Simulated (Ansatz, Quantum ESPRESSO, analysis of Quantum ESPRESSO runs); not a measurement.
# Migration barrier of interstitial H in fcc Al, hop from a tetrahedral to the next octahedral site (PBE) (Quantum ESPRESSO), part 3 of 3

Aim: the migration barrier of interstitial H in fcc Al, hop from a tetrahedral to the next octahedral site, to be set beside the measurement. Set-up: PBE, PseudoDojo 0.4.1 SR PBE standard, 32-site cell, PBE lattice, k: 3x3x3, start relaxed with Ansatz. The model is a cell of 32 host atoms with 1 H put in. The barrier is the energy of the highest image of a climbing band over the relaxed site that the atom leaves. Other potentials or another program check that the number doesn't hang on one set of files.

Quantum ESPRESSO 7.5; PBE, PseudoDojo 0.4.1 SR PBE standard, 32-site cell, PBE lattice, k: 3x3x3, start relaxed with Ansatz.

So far: Starting point; Relaxation, charge 0.

## (4) Nudged elastic band

A band of images joins the two ends; its highest image climbs to the saddle, whose energy over the site left is the barrier.

This step: Quantum ESPRESSO plane-wave DFT, PBE, PseudoDojo 0.4.1 SR PBE standard potentials; nudged elastic band between two relaxed defect structures.

Contents of neb.in:

```
BEGIN
BEGIN_PATH_INPUT
&PATH
  restart_mode = 'from_scratch'
  string_method = 'neb'
  nstep_path = 45
  ds = 1.5
  opt_scheme = 'broyden'
  num_of_images = 5
  k_max = 0.3
  k_min = 0.2
  CI_scheme = 'auto'
  path_thr = 0.05
/
END_PATH_INPUT
BEGIN_ENGINE_INPUT
&CONTROL
  prefix = 'pwscf'
  outdir = './tmp'
  pseudo_dir = './pseudo'
  disk_io = 'low'
/
&SYSTEM
  ibrav = 0
  nat = 33
  ntyp = 2
  ecutwfc = 72
  nbnd = 63
  occupations = 'smearing'
  smearing = 'mv'
  degauss = 0.00734986
/
&ELECTRONS
  conv_thr = 3d-08
  electron_maxstep = 100
  mixing_beta = 0.5
/
ATOMIC_SPECIES
Al    26.9815 Al.upf
H      1.0080 H.upf
CELL_PARAMETERS angstrom
   8.0724432688    0.0000000000    0.0000000000
   0.0000000000    8.0724432688    0.0000000000
   0.0000000000    0.0000000000    8.0724432688
BEGIN_POSITIONS
FIRST_IMAGE
ATOMIC_POSITIONS crystal
Al     0.0004603290    0.0004603290    0.0004603290
Al     0.0009132389    0.2505057178    0.2505057178
Al     0.2505057178    0.0009132389    0.2505057178
Al     0.2505057178    0.2505057178    0.0009132389
Al    -0.0021767983   -0.0021767983    0.5003870506
Al    -0.0021767983    0.2496129494    0.7521767983
Al     0.2496129494   -0.0021767983    0.7521767983
Al     0.2408671667    0.2408671667    0.5091328333
Al    -0.0021767983    0.5003870506   -0.0021767983
Al    -0.0021767983    0.7521767983    0.2496129494
Al     0.2408671667    0.5091328333    0.2408671667
Al     0.2496129494    0.7521767983   -0.0021767983
Al     0.0009132389    0.4994942822    0.4994942822
Al     0.0004603290    0.7495396710    0.7495396710
Al     0.2505057178    0.4994942822    0.7490867611
Al     0.2505057178    0.7490867611    0.4994942822
Al     0.5003870506   -0.0021767983   -0.0021767983
Al     0.5091328333    0.2408671667    0.2408671667
Al     0.7521767983   -0.0021767983    0.2496129494
Al     0.7521767983    0.2496129494   -0.0021767983
Al     0.4994942822    0.0009132389    0.4994942822
Al     0.4994942822    0.2505057178    0.7490867611
Al     0.7495396710    0.0004603290    0.7495396710
Al     0.7490867611    0.2505057178    0.4994942822
Al     0.4994942822    0.4994942822    0.0009132389
Al     0.4994942822    0.7490867611    0.2505057178
Al     0.7490867611    0.4994942822    0.2505057178
Al     0.7495396710    0.7495396710    0.0004603290
Al     0.5091328333    0.5091328333    0.5091328333
Al     0.5003870506    0.7521767983    0.7521767983
Al     0.7521767983    0.5003870506    0.7521767983
Al     0.7521767983    0.7521767983    0.5003870506
H      0.3750000000    0.3750000000    0.3750000000
LAST_IMAGE
ATOMIC_POSITIONS crystal
Al     0.0004576396    0.0004576396    0.0004576396
Al    -0.0057455086    0.2501182156    0.2501182156
[... 5 atom lines left out ...]
Al     0.2501182156    0.2501182156    0.5059819398
[... 2 atom lines left out ...]
Al     0.2501182156    0.5059819398    0.2501182156
[... 3 atom lines left out ...]
Al     0.2501182156    0.5014033646    0.7501182156
Al     0.2501182156    0.7501182156    0.5014033646
[... 1 atom line left out ...]
Al     0.5059819398    0.2501182156    0.2501182156
[... 2 atom lines left out ...]
Al     0.4997787916    0.0004576396    0.4997787916
Al     0.5014033646    0.2501182156    0.7501182156
[... 1 atom line left out ...]
Al     0.7501182156    0.2501182156    0.5014033646
[... 1 atom line left out ...]
Al     0.5014033646    0.7501182156    0.2501182156
Al     0.7501182156    0.5014033646    0.2501182156
[... 1 atom line left out ...]
Al     0.4997787916    0.4997787916    0.4997787916
[... 3 atom lines left out ...]
H      0.2501182156    0.2501182156    0.2501182156
END_POSITIONS
K_POINTS automatic
3 3 3 0 0 0
END_ENGINE_INPUT
END
```

On the command line:

```console
> OMP_NUM_THREADS=1 mpirun -n 4 neb.x -ni 2 -inp neb.in > neb.out
```

The log of the run:

```text
[banner, memory and clock lines left out]
          URL

     path-images division:  nimage    =       2

     Parsing file: neb.in

     initial path length           =  3.3374 bohr
     initial inter-image distance  =  0.8344 bohr

     string_method                 =    neb
     restart_mode                  =    from_scratch
     opt_scheme                    =    broyden
     num_of_images                 =    5
     nstep_path                    =    45
     CI_scheme                     =    auto
     first_last_opt                =    F
     use_freezing                  =    F
     ds                            =    1.5000 a.u.
     k_max                         =    0.3000 a.u.
     k_min                         =    0.2000 a.u.
     suggested k_max               =    0.2742 a.u.
     suggested k_min               =    0.1828 a.u.
     path_thr                      =    0.0500 eV / A

     ------------------------------ iteration   1 ------------------------------

     cpu =  0   tcpu =      0.1    self-consistency for image   1
     Message from routine setup:
     using ibrav=0 with symmetry is DISCOURAGED, use correct ibrav instead
     cpu =  0   tcpu =    313.4    self-consistency for image   2
     Message from routine setup:
     using ibrav=0 with symmetry is DISCOURAGED, use correct ibrav instead
     cpu =  0   tcpu =    839.0    self-consistency for image   4
     Message from routine setup:
     using ibrav=0 with symmetry is DISCOURAGED, use correct ibrav instead

     activation energy (->) =   0.227457 eV
     activation energy (<-) =   0.139988 eV

     image        energy (eV)        error (eV/A)        frozen

         1      -2034.0047298            0.009468            T
         2      -2033.8611550            0.643773            F
         3      -2033.7772733            0.487692            F
         4      -2033.8677912            0.413493            F
         5      -2033.9172614            0.004741            T

     climbing image =  3

     path length          =  3.337 bohr
     inter-image distance =  0.834 bohr

     ------------------------------ iteration   2 ------------------------------

     cpu =  0   tcpu =   1353.1    self-consistency for image   2
     Message from routine setup:
     using ibrav=0 with symmetry is DISCOURAGED, use correct ibrav instead
     cpu =  0   tcpu =   1719.7    self-consistency for image   4
     Message from routine setup:
     using ibrav=0 with symmetry is DISCOURAGED, use correct ibrav instead

     activation energy (->) =   0.210151 eV
     activation energy (<-) =   0.122683 eV

     image        energy (eV)        error (eV/A)        frozen

         1      -2034.0047298            0.009468            T
         2      -2033.8642377            0.289565            F
         3      -2033.7945784            0.377421            F
         4      -2033.8674550            0.192661            F
         5      -2033.9172614            0.004741            T

     climbing image =  3

     path length          =  3.339 bohr
     inter-image distance =  0.835 bohr

     ------------------------------ iteration   3 ------------------------------

     cpu =  0   tcpu =   2129.3    self-consistency for image   2
     Message from routine setup:
     using ibrav=0 with symmetry is DISCOURAGED, use correct ibrav instead
     cpu =  0   tcpu =   2617.2    self-consistency for image   4
     Message from routine setup:
     using ibrav=0 with symmetry is DISCOURAGED, use correct ibrav instead

     activation energy (->) =   0.189563 eV
     activation energy (<-) =   0.102094 eV

     image        energy (eV)        error (eV/A)        frozen

         1      -2034.0047298            0.009468            T
         2      -2033.8738583            0.157910            F
         3      -2033.8151670            0.185514            F
         4      -2033.8697030            0.106666            F
         5      -2033.9172614            0.004741            T

     climbing image =  3

     path length          =  3.348 bohr
     inter-image distance =  0.837 bohr

     ------------------------------ iteration   4 ------------------------------

     cpu =  0   tcpu =   3071.6    self-consistency for image   2
     Message from routine setup:
     using ibrav=0 with symmetry is DISCOURAGED, use correct ibrav instead
     cpu =  0   tcpu =   3528.3    self-consistency for image   4
     Message from routine setup:
     using ibrav=0 with symmetry is DISCOURAGED, use correct ibrav instead

     activation energy (->) =   0.184997 eV
     activation energy (<-) =   0.097528 eV

     image        energy (eV)        error (eV/A)        frozen

         1      -2034.0047298            0.009468            T
         2      -2033.8796812            0.102879            F
         3      -2033.8197330            0.120682            F
         4      -2033.8717199            0.077122            F
         5      -2033.9172614            0.004741            T

     climbing image =  3

     path length          =  3.354 bohr
     inter-image distance =  0.839 bohr

     ------------------------------ iteration   5 ------------------------------

     cpu =  0   tcpu =   3949.8    self-consistency for image   2
     Message from routine setup:
     using ibrav=0 with symmetry is DISCOURAGED, use correct ibrav instead
     cpu =  0   tcpu =   4451.7    self-consistency for image   4
     Message from routine setup:
     using ibrav=0 with symmetry is DISCOURAGED, use correct ibrav instead

     activation energy (->) =   0.180322 eV
     activation energy (<-) =   0.092853 eV

     image        energy (eV)        error (eV/A)        frozen

         1      -2034.0047298            0.009468            T
         2      -2033.8873892            0.053891            F
         3      -2033.8244082            0.032193            F
         4      -2033.8742939            0.037246            F
         5      -2033.9172614            0.004741            T

     climbing image =  3

     path length          =  3.376 bohr
     inter-image distance =  0.844 bohr

     ------------------------------ iteration   6 ------------------------------

     cpu =  0   tcpu =   4944.0    self-consistency for image   2
     Message from routine setup:
     using ibrav=0 with symmetry is DISCOURAGED, use correct ibrav instead
     cpu =  0   tcpu =   5308.9    self-consistency for image   4
     Message from routine setup:
     using ibrav=0 with symmetry is DISCOURAGED, use correct ibrav instead

     activation energy (->) =   0.179871 eV
     activation energy (<-) =   0.092403 eV

     image        energy (eV)        error (eV/A)        frozen

         1      -2034.0047298            0.009468            T
         2      -2033.8878778            0.048605            F
         3      -2033.8248584            0.026883            F
         4      -2033.8742026            0.017826            F
         5      -2033.9172614            0.004741            T

     climbing image =  3

     path length          =  3.375 bohr
     inter-image distance =  0.844 bohr

     neb: convergence achieved in   6 iterations
```

Wall time 1.6 h (4 MPI ranks of Arm Neoverse N1, shared host); peak memory 2.1 GiB.

The path, image by image:

```tsv
image	path (Å)	energy (eV)	H33: x, y, z (Å)
0	0.000	0.0000	3.027, 3.027, 3.027
1	0.487	0.1169	2.752, 2.752, 2.752
2	0.890	0.1799	2.523, 2.523, 2.523
3	1.318	0.1305	2.284, 2.284, 2.284
4	1.786	0.0875	2.019, 2.019, 2.019
```

This step gave:

```yaml
barrier_forward: 0.1799 eV
```

## (5) What came out

| Quantity | Value |
| --- | --- |
| migration barrier (saddle less minimum) | 0.18 eV |
| energy difference of the two ends | 0.09 eV |
| length of the hop | 1.75 Å |

Migration barrier: computed 0.18 eV, measured 0.452 eV; 0.27 eV below the measurement. The measured number is an Arrhenius activation energy of long-range diffusion; for H it holds zero-point energy, and trapping at vacancies and dislocations can raise it. One hop between neighbouring sites is computed at the host's lattice. Limits: the periodic copies of the defect are only 8.1 Å apart.

[Logs are printed without paths, hosts, clocks, repeated set-up lines and the standing remarks that a program may print on its own settings, such as how far it seeks lower states.]

[Hosts, paths, dates, database ids (printed as entryN), source tags and the programs' standing remarks are cut or masked in the printed files.]

[For some hosts the program warned that the k-mesh of the response run may be too coarse for force constants and the static dielectric constant; such warnings are not shown here.]
